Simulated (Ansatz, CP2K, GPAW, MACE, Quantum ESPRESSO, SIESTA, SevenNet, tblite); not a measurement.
# Running amorphous polyisobutylene (as short chains C10H22) at 400 K (64 atoms) with GPAW

How do the settings of GPAW change the result for amorphous polyisobutylene (as short chains C10H22) at 400 K (64 atoms)? A plane-wave run serves as the yardstick.

Program: GPAW 26.7.0. Level of theory: the method is named at each step. Results are calculated unless marked as measured.

### 1. The structure

The cell holds 64 atoms: 20 C and 44 H. Cell: a = 8.318 Å, b = 8.318 Å, c = 8.318 Å, α = 90.0°, β = 90.0°, γ = 90.0°. 2 polyisobutylene chains of 2 units with methyl end groups placed at random, at 0.821 g/cm³; overlaps pushed apart, then 20 ps at 800 K with MMFF94 bonds, angles, torsions, charges and radii (Halgren, J. Comput. Chem. 17, 490 (1996)) in harmonic and 12-6 forms. Snapshot after 30 ps at 400 K and fixed volume. Then every atom was moved at random, 0.03 Å r.m.s. a Cartesian component (hydrogen 0.6 of that).

The yardstick, on the same geometry:

- method: Kohn-Sham DFT, PBE, PAW, plane waves (Ansatz 0.2.0); cutoff 420 eV, Γ point, fermi-dirac smearing of 0.05 eV; PAW set soft_2
- r.m.s. force component: 1.453 eV/Å
- longest force: 6.788 eV/Å
- pressure: 4.415 GPa
- gap (highest filled to lowest empty level): 5.391 eV
- SCF cycles: 8
- time: 4.1 s on 4 threads of Arm Neoverse V1, shared host
- CPU time: 13 s

### 2. PBE, LCAO dzp, h 0.2 Å

Method: Kohn-Sham DFT, PBE, PAW, atomic orbitals (dzp).

run.py

```python
import numpy as np
from ase.io import read
from gpaw import GPAW, FermiDirac

atoms = read("structure.xyz")
atoms.calc = GPAW(
    mode="lcao",
    basis="dzp",
    h=0.2,
    xc="PBE",
    kpts={"size": (1, 1, 1), "gamma": True},
    occupations=FermiDirac(0.05),
    maxiter=200,
    symmetry={"point_group": False},
    txt="gpaw.txt",
)
energy = atoms.get_potential_energy(force_consistent=True)
forces = atoms.get_forces()
print(f"energy {energy:.6f} eV")
print("forces (eV/A)")
for i, (a, f) in enumerate(zip(atoms, forces)):
    print(f"{i:4d} {a.symbol:2s} {f[0]:10.5f} {f[1]:10.5f} {f[2]:10.5f}")
print(f"Fermi level {atoms.calc.get_fermi_level():.4f} eV")
for k in range(len(atoms.calc.get_ibz_k_points())):
    for s in range(atoms.calc.get_number_of_spins()):
        e = atoms.calc.get_eigenvalues(kpt=k, spin=s)
        n = np.searchsorted(e, atoms.calc.get_fermi_level())
        print(f"k {k} spin {s} levels about the Fermi level:", np.round(e[max(n - 6, 0):n], 4).tolist(), "|", np.round(e[n:n + 6], 4).tolist())
```

structure.xyz

```xyz
64
Lattice="8.31826 0.00000 0.00000 0.00000 8.31826 0.00000 0.00000 0.00000 8.31826" Properties=species:S:1:pos:R:3 pbc="T T T"
C 4.93772 1.38532 0.92383
C 5.12746 1.84000 2.32778
C 4.15955 1.53655 3.35284
C 4.63893 1.85006 4.81428
C 4.06339 0.06638 3.52070
C 2.69686 2.02092 3.00722
C 2.35315 3.52669 3.06187
C 2.00678 3.98012 4.51083
C 0.99536 3.66486 2.30932
C 3.44443 4.50800 2.47061
H 3.92980 1.57215 0.43538
H 5.58405 1.86387 0.16953
H 5.27228 0.40976 0.68884
H 6.15984 1.38299 2.58440
H 5.45728 2.86947 2.37012
H 3.89968 1.53738 5.48889
H 5.57681 1.53231 5.07214
H 4.70714 2.94050 4.90104
H 5.12521 7.99343 3.66087
H 3.57278 7.84129 4.35128
H 3.60122 7.88105 2.59189
H 1.97234 1.37310 3.56155
H 2.38892 1.79516 1.99688
H 1.73361 5.04868 4.46499
H 2.83994 3.86691 5.07447
H 1.14127 3.44775 4.93131
H 0.90544 4.71155 1.99114
H 0.99420 3.20519 1.34531
H 0.16720 3.39352 2.87920
H 4.11429 4.77352 3.16518
H 3.87415 4.02928 1.52923
H 2.95581 5.41061 2.13355
C 1.51767 7.45166 0.18525
C 1.16797 7.53152 7.12184
C 8.13260 8.13168 6.87463
C 8.10016 0.11171 5.41810
C 8.05341 1.16115 7.57536
C 6.96338 7.20237 7.39352
C 6.66392 5.85938 7.07892
C 7.68017 4.65889 7.26725
C 5.46676 5.34124 8.07437
C 6.08439 5.78102 5.67147
H 1.88816 0.04700 0.53986
H 0.71986 7.17516 0.79905
H 2.30607 6.57883 0.38106
H 1.93549 8.15356 6.72698
H 1.28925 6.56427 6.57941
H 7.93562 1.16822 5.24325
H 0.74099 0.09300 4.80870
H 7.28996 8.01539 4.90661
H 7.87265 1.01117 0.34978
H 7.23140 1.71797 7.08450
H 0.55657 1.75449 7.50033
H 7.06137 7.21276 0.18300
H 6.02941 7.77882 7.34519
H 7.92298 4.60765 0.02429
[... 4 atom lines left out ...]
H 5.33774 4.25704 8.03369
H 6.86747 5.95396 4.89189
H 5.35521 6.53674 5.50012
H 5.58396 4.75347 5.33666
```

On the command line:

```console
> OMP_NUM_THREADS=1 python run.py > output.txt
```

What it wrote:

```text
energy -329.892524 eV
forces (eV/A)
   0 C    -1.50011    1.43473   -2.20677
   1 C     4.27712    0.04392   -0.79328
   2 C    -2.68632   -0.91695    2.95268
   3 C    -1.97976    3.58109   -2.84319
   4 C     0.69824   -3.82481   -1.98902
   5 C     0.79544    0.57098    0.93493
   6 C    -1.22978    0.38251    0.79030
   7 C    -2.23910    0.64130   -2.85751
   8 C     2.77024    1.84127   -0.86637
   9 C    -3.66519   -3.19884   -3.65553
  10 H     0.21174   -0.34085    0.63965
  11 H     0.47877    1.02852    0.23373
  12 H    -0.12174   -2.30301    0.25528
  13 H    -0.90769    0.00272    0.27359
  14 H    -0.22444    1.32771   -0.15520
  15 H    -1.53471   -0.82563    1.64459
  16 H     3.15171   -1.70691    0.52397
  17 H     0.05694    0.80921    0.37086
  18 H    -0.52208   -0.00525   -0.54800
  19 H    -0.70438    0.86944    0.53838
  20 H     0.65949    0.21890    0.62402
  21 H     0.01846    0.50577    0.47205
  22 H     0.52051   -0.80906   -1.32616
  23 H    -0.09269    0.43599    0.17982
[...]
56 H     1.23586    0.48017    0.48062
  57 H    -1.07296    0.57220    0.43255
  58 H     0.02826    0.44407   -0.55348
  59 H    -3.05056    1.60267   -0.50633
  60 H    -0.36191   -0.53918   -0.71928
  61 H     0.06918   -0.04904    0.11531
  62 H    -1.32948    1.24057   -0.16921
  63 H     0.84663    1.50469    0.92700
Fermi level -0.9605 eV
k 0 spin 0 levels about the Fermi level: [-3.0706, -3.0175, -2.8056, -2.7344, -2.3629, -2.2859] | [3.6458, 4.5252, 4.9737, 5.1988, 5.4083, 5.4451]
```

gpaw.txt:

```text
Input parameters:
  mode=LCAO(),
  basis={'default': 'dzp'},
  h=0.2,
  kpts=MonkhorstPack(size=(1, 1, 1), gamma=True),
  maxiter=200,
  occupations=Occupations(name='fermi-dirac', width=0.05, fixmagmom=False),
  symmetry=Symmetry(point_group=False),
  xc=XC(name='PBE')
Unit cell  # Å
| periodic |        x |        y |        z |  lengths |    angles |
|----------|----------|----------|----------|----------|-----------|
|      yes | 8.318260 | 0.000000 | 0.000000 | 8.318260 | 90.000000 |
|      yes | 0.000000 | 8.318260 | 0.000000 | 8.318260 | 90.000000 |
|      yes | 0.000000 | 0.000000 | 8.318260 | 8.318260 | 90.000000 |
Number of symmetries: 1
Symmetry operations  # r_c * U_cc + t_c -> r_c
|   | kind |            matrix            |
|---|------|------------------------------|
| 0 |  E   |  1, 0, 0,  0, 1, 0,  0, 0, 1 |
BZ-sampling:
  Number of BZ points: 1
  Number of IBZ points: 1
  Monkhorst-Pack size: [1, 1, 1]
  Monkhorst-Pack shift: [0, 0, 0]
[... lines left out ...]
      Number of RI-basis functions 0
Reference energy: -21102.129448  # eV
eigensolver:
density mixing:
  MSR1-Mixer
occupation numbers:
  Fermi-Dirac:
    width: 0.0500  # eV
FastPoissonSolver using
    Stencil: 6*3+1=19 point O(h^6) finite-difference Laplacian
xc functional:
  name: PBE with 2 nearest neighbor stencil
interpolation: tri-quintic # 5. degree polynomial
Initialization done in: 4.705 s
convergence criteria:
- Maximum [total energy] change in last 3 cyles: 0.0005 eV / valence electron
- Maximum integral of absolute [dens]ity change: 0.0001 electrons / valence electron
- Maximum integral of absolute [eigenst]ate change: 4e-08 eV^2 / valence electron
maximum number of iterations: 200
SCF iterations
|iter     |      energy | eigst |  dens |
|---------|-------------|-------|-------|
|iter:   1| -345.823893 |      c|       |
|iter:   2| -342.845415 |      c| -0.67 |
|iter:   3| -330.038336 |      c| -0.70 |
|iter:   4| -329.902273 |      c| -1.41 |
|iter:   5| -329.892137 |      c| -2.01 |
|iter:   6| -329.892482c|      c| -2.72 |
|iter:   7| -329.892513c|      c| -3.24 |
|iter:   8| -329.892524c|      c| -3.68 |
|iter:   9| -329.892524c|      c| -4.41c|
Converged in 9 steps
SCF loop duration: 23.484 s (2.609 s/step)
Energy contributions relative to reference atoms: (reference = -21102.129448)
Energy contributions:
  Kinetic:         302.153742
  Coulomb:        -323.979273
  Zero:              2.254155
  External:          0.000000
  Xc:             -310.321148
  Entropy:          -0.000000
  Spinorbit:         0.000000
  ----------------------------
  Free energy:    -329.892524
  Extrapolated:   -329.892524
dipole moment: (32.236747, -13.448750, -9.208321)  # |e|*Ang
Fermi level: -0.961
Eigenvalues  # (at kpt = [0.000, 0.000, 0.000])
| band index |      eig [eV] | occ [0-2] |
|------------|---------------|-----------|
|          0 |       -17.063 |     2.000 |
|        ... |               |           |
|         54 |        -3.347 |     2.000 |
|         55 |        -3.194 |     2.000 |
[...]
|         69 |         5.753 |     0.000 |
|        ... |               |           |
|         78 |         6.978 |     0.000 |
Gap: 5.932 eV
Transition (v -> c):
  (s=0, k=0, n=61, [0.00, 0.00, 0.00]) -> (s=0, k=0, n=62, [0.00, 0.00, 0.00])
No difference between direct/indirect transitions
Force computation time: 5.509  # s
timing:  # [seconds]
  Total:  33.729  # ━━━━━━━━━━━━━━━━━━━━━━━━━━━━━━━━━━━━━━━━━━━━━━━━━━━━━━━━━
  Init:    4.703  # ━━━━━━━━
  SCF:    23.484  # ━━━━━━━━━━━━━━━━━━━━━━━━━━━━━━━━━━━━━━━╸
  Forces:  5.509  # ━━━━━━━━━╸
```

The job ended after 36 s (1 thread of Arm Neoverse V1, shared host; peak memory 0.43 GiB).

Banners, paths, timers and routine set-up lines are dropped from the logs unmarked, and long logs keep their key lines alone; longer cuts are marked.

Numbers from this run, and their distance from the reference:

| Item | Value |
| --- | --- |
| r.m.s. force component | 1.595 eV/Å |
| r.m.s. difference of force components | 295.1 meV/Å |
| longest difference of force vectors | 869 meV/Å |
| force difference over r.m.s. force | 20.31 % |
| slope of forces against the reference's | 1.082 |
| correlation of force components | 0.9856 |
| gap (highest filled to lowest empty level) | 5.932 eV |
| gap difference | 0.5403 eV |

Length of the force difference by element (eV/Å):

```tsv
element	atoms	mean	most
C	20	0.40	0.60
H	44	0.53	0.87
```

Levels nearest the highest filled one (eV from it): -0.78, -0.73, -0.52, -0.45, -0.08, 0.00, 5.93, 6.81, 7.26, 7.48, 7.69, 7.73.

The surroundings of H18, picked at random, nearest first, numbered as they follow in the input and with coordinates relative to it.

```tsv
atom	x	y	z	distance (Å)	bonds	Fx	Fy	Fz (eV/Å)
H18	0.00	0.00	0.00	0.00	1	0.06	0.81	0.37
C4	-0.07	-1.09	-0.09	1.10	4	-1.98	3.58	-2.84
H17	0.87	-1.41	0.17	1.66	1	3.15	-1.71	0.52
H16	-0.81	-1.40	0.59	1.72	1	-1.53	-0.83	1.64
H64	0.88	1.81	0.44	2.06	1	0.85	1.50	0.93
H25	-1.87	0.93	0.17	2.09	1	3.19	-0.35	2.75
C3	-0.55	-1.40	-1.55	2.16	4	-2.69	-0.92	2.95
H30	-0.59	1.83	-1.74	2.59	1	3.61	0.97	3.14
H15	0.75	-0.07	-2.53	2.64	1	-0.22	1.33	-0.16
```

Atoms are counted from 1 here, from 0 in the log.

Forces lie 20 % from the reference's, at 2.8 times its CPU time (on 1 against 4 cores).

### 3. PBE, LCAO dzp, h 0.2 Å, other mixer settings

Method: Kohn-Sham DFT, PBE, PAW, atomic orbitals (dzp).

Edit run.py of step 2 so:

```diff
@@ -2,3 +2,3 @@
 from ase.io import read
-from gpaw import GPAW, FermiDirac
+from gpaw import GPAW, FermiDirac, Mixer
 
@@ -12,2 +12,3 @@
     occupations=FermiDirac(0.05),
+    mixer=Mixer(0.1, 5, 50),
     maxiter=200,
```

structure.xyz is that of step 2.

What it wrote:

```text
energy -329.892524 eV
forces (eV/A)
   0 C    -1.49751    1.43590   -2.20729
   1 C     4.27831    0.04425   -0.79276
   2 C    -2.68428   -0.91548    2.95357
   3 C    -1.97643    3.58383   -2.84553
   4 C     0.69727   -3.82638   -1.99086
   5 C     0.79556    0.57302    0.93506
   6 C    -1.23197    0.38286    0.78967
   7 C    -2.23901    0.64222   -2.85808
   8 C     2.77248    1.83941   -0.86676
   9 C    -3.66614   -3.19753   -3.65705
  10 H     0.21187   -0.34075    0.63956
  11 H     0.47950    1.02853    0.23359
  12 H    -0.12116   -2.30329    0.25541
  13 H    -0.90691    0.00255    0.27351
  14 H    -0.22394    1.32847   -0.15524
  15 H    -1.53470   -0.82576    1.64461
  16 H     3.15215   -1.70645    0.52347
  17 H     0.05747    0.80904    0.37047
  18 H    -0.52137   -0.00544   -0.54849
  19 H    -0.70498    0.86871    0.53858
  20 H     0.65928    0.21808    0.62311
  21 H     0.01818    0.50547    0.47229
  22 H     0.51991   -0.80847   -1.32655
  23 H    -0.09272    0.43617    0.17958
[...]
56 H     1.23636    0.48006    0.48050
  57 H    -1.07293    0.57119    0.43259
  58 H     0.02844    0.44455   -0.55264
  59 H    -3.05108    1.60344   -0.50607
  60 H    -0.36164   -0.54047   -0.71925
  61 H     0.06959   -0.04928    0.11451
  62 H    -1.33006    1.24071   -0.16922
  63 H     0.84645    1.50367    0.92674
Fermi level -0.9605 eV
k 0 spin 0 levels about the Fermi level: [-3.0704, -3.0173, -2.8053, -2.7343, -2.3627, -2.2858] | [3.6459, 4.5252, 4.9738, 5.199, 5.4084, 5.4453]
```

gpaw.txt:

```text
Input parameters:
  mode=LCAO(),
  basis={'default': 'dzp'},
  h=0.2,
  kpts=MonkhorstPack(size=(1, 1, 1), gamma=True),
  maxiter=200,
  mixer=Pulay(name='pulay', nmaxold=5, beta=0.1, weight=50, sigma=0.015, g_ss=None),
  occupations=Occupations(name='fermi-dirac', width=0.05, fixmagmom=False),
  symmetry=Symmetry(point_group=False),
  xc=XC(name='PBE')
Unit cell  # Å
[... lines left out ...]
  Fermi-Dirac:
[... lines left out ...]
convergence criteria:
- Maximum [total energy] change in last 3 cyles: 0.0005 eV / valence electron
[... lines left out ...]
Converged in 12 steps
[... lines left out ...]
  Free energy:    -329.892524
  Extrapolated:   -329.892524
dipole moment: (32.236310, -13.448537, -9.208075)  # |e|*Ang
Fermi level: -0.961
Eigenvalues  # (at kpt = [0.000, 0.000, 0.000])
| band index |      eig [eV] | occ [0-2] |
|------------|---------------|-----------|
|          0 |       -17.063 |     2.000 |
|        ... |               |           |
|         54 |        -3.347 |     2.000 |
|         55 |        -3.194 |     2.000 |
[...]
|         69 |         5.753 |     0.000 |
|        ... |               |           |
|         78 |         6.979 |     0.000 |
Gap: 5.932 eV
Transition (v -> c):
  (s=0, k=0, n=61, [0.00, 0.00, 0.00]) -> (s=0, k=0, n=62, [0.00, 0.00, 0.00])
No difference between direct/indirect transitions
Force computation time: 5.625  # s
timing:  # [seconds]
  Total:  39.750  # ━━━━━━━━━━━━━━━━━━━━━━━━━━━━━━━━━━━━━━━━━━━━━━━━━━━━━━━━━
  Init:    3.862  # ━━━━━╸
  SCF:    30.218  # ━━━━━━━━━━━━━━━━━━━━━━━━━━━━━━━━━━━━━━━━━━━╸
  Forces:  5.625  # ━━━━━━━━
```

Run time: 41 s. Hardware: 1 thread; peak memory 0.39 GiB.

Compared with the plane-wave run:

```yaml
r_m_s_force_component: 1.595 eV/Å
r_m_s_difference_of_force_components: 295.3 meV/Å
longest_difference_of_force_vectors: 868.8 meV/Å
force_difference_over_r_m_s_force: 20.32 %
slope_of_forces_against_the_reference_s: 1.082
correlation_of_force_components: 0.9855
spacing_of_highest_filled_and_lowest_empty_level: 5.932 eV
gap_difference: 0.5403 eV
energy_less_the_same_level_run_s: 0 meV/atom
r_m_s_force_difference_from_the_same_level_run: 0.953 meV/Å
```

Against the first run (20 %), the force difference from the reference is 20 %, at 1.1 times the CPU time: another solver or mixer reaches the same state.

### 4. PBE, LCAO szp(dzp), h 0.2 Å

Method: Kohn-Sham DFT, PBE, PAW, atomic orbitals (szp(dzp)).

Edit run.py of step 3 so:

```diff
@@ -2,3 +2,3 @@
 from ase.io import read
-from gpaw import GPAW, FermiDirac, Mixer
+from gpaw import GPAW, FermiDirac
 
@@ -7,3 +7,3 @@
     mode="lcao",
-    basis="dzp",
+    basis="szp(dzp)",
     h=0.2,
@@ -12,3 +12,2 @@
     occupations=FermiDirac(0.05),
-    mixer=Mixer(0.1, 5, 50),
     maxiter=200,
```

structure.xyz is that of step 3.

What it wrote:

```text
energy -298.179415 eV
forces (eV/A)
   0 C    -1.90784    1.80497   -0.76529
   1 C     3.12216   -0.48102   -0.57985
   2 C    -2.89834   -0.52669    2.98130
   3 C    -2.39087    3.30206   -4.31360
   4 C     0.53602   -2.48179   -2.18718
   5 C     1.91906    1.33586    1.50351
[...]
61 H     1.22409    0.26273   -0.82401
  62 H    -2.45015    2.55968   -0.34047
  63 H     0.34988    0.42712    0.64821
Fermi level -0.0740 eV
k 0 spin 0 levels about the Fermi level: [-4.2125, -4.1024, -3.9726, -3.944, -3.5483, -3.467] | [5.277, 5.7314, 6.0176, 6.222, 6.4125, 6.5203]
```

gpaw.txt:

```text
Input parameters:
  mode=LCAO(),
  basis={'default': 'szp(dzp)'},
  h=0.2,
  kpts=MonkhorstPack(size=(1, 1, 1), gamma=True),
  maxiter=200,
  occupations=Occupations(name='fermi-dirac', width=0.05, fixmagmom=False),
[... lines left out ...]
  Fermi-Dirac:
[... lines left out ...]
convergence criteria:
- Maximum [total energy] change in last 3 cyles: 0.0005 eV / valence electron
[... lines left out ...]
Converged in 8 steps
[... lines left out ...]
  Free energy:    -298.179415
[... lines left out ...]
Fermi level: -0.074
[... lines left out ...]
|        ... |               |           |
|         78 |         8.216 |     0.000 |
Gap: 8.744 eV
Transition (v -> c):
  (s=0, k=0, n=61, [0.00, 0.00, 0.00]) -> (s=0, k=0, n=62, [0.00, 0.00, 0.00])
No difference between direct/indirect transitions
Force computation time: 4.586  # s
timing:  # [seconds]
  Total:  25.188  # ━━━━━━━━━━━━━━━━━━━━━━━━━━━━━━━━━━━━━━━━━━━━━━━━━━━━━━━━━
  Init:    3.691  # ━━━━━━━━╸
  SCF:    16.868  # ━━━━━━━━━━━━━━━━━━━━━━━━━━━━━━━━━━━━━━
  Forces:  4.587  # ━━━━━━━━━━╸
```

Run time: 27 s. Hardware: 1 thread; peak memory 0.42 GiB.

Against the reference:

* r.m.s. force component: 2.046 eV/Å
* r.m.s. difference of force components: 1150 meV/Å
* longest difference of force vectors: 2948 meV/Å
* force difference over r.m.s. force: 79.15 %
* slope of forces against the reference's: 1.178
* correlation of force components: 0.8367
* gap (highest filled to lowest empty level): 8.744 eV
* gap difference: 3.353 eV

This is a coarse setting, run to see what it loses.

Against the first run (20 %), the force difference from the reference is 79 %, at 0.75 times the CPU time, with 356 basis functions against 480: the smaller basis costs accuracy.

(Continued in part 2 of 2.)

[Also dropped from logs without a mark: logging warnings of Python, and SIESTA's first energy breakdown and zero terms.]

[Logs are printed without paths, hosts, clocks, repeated set-up lines and the standing remarks that a program may print on its own settings, such as how far it seeks lower states.]

[Hosts, paths, dates, database ids (printed as entryN), source tags and the programs' standing remarks are cut or masked in the printed files.]

[The MMFF94 radii named for the starting cell were scaled by 0.96; in molecules described by MMFF94, hydrogen bound to N, O or S took a small fixed 12-6 site in their place.]
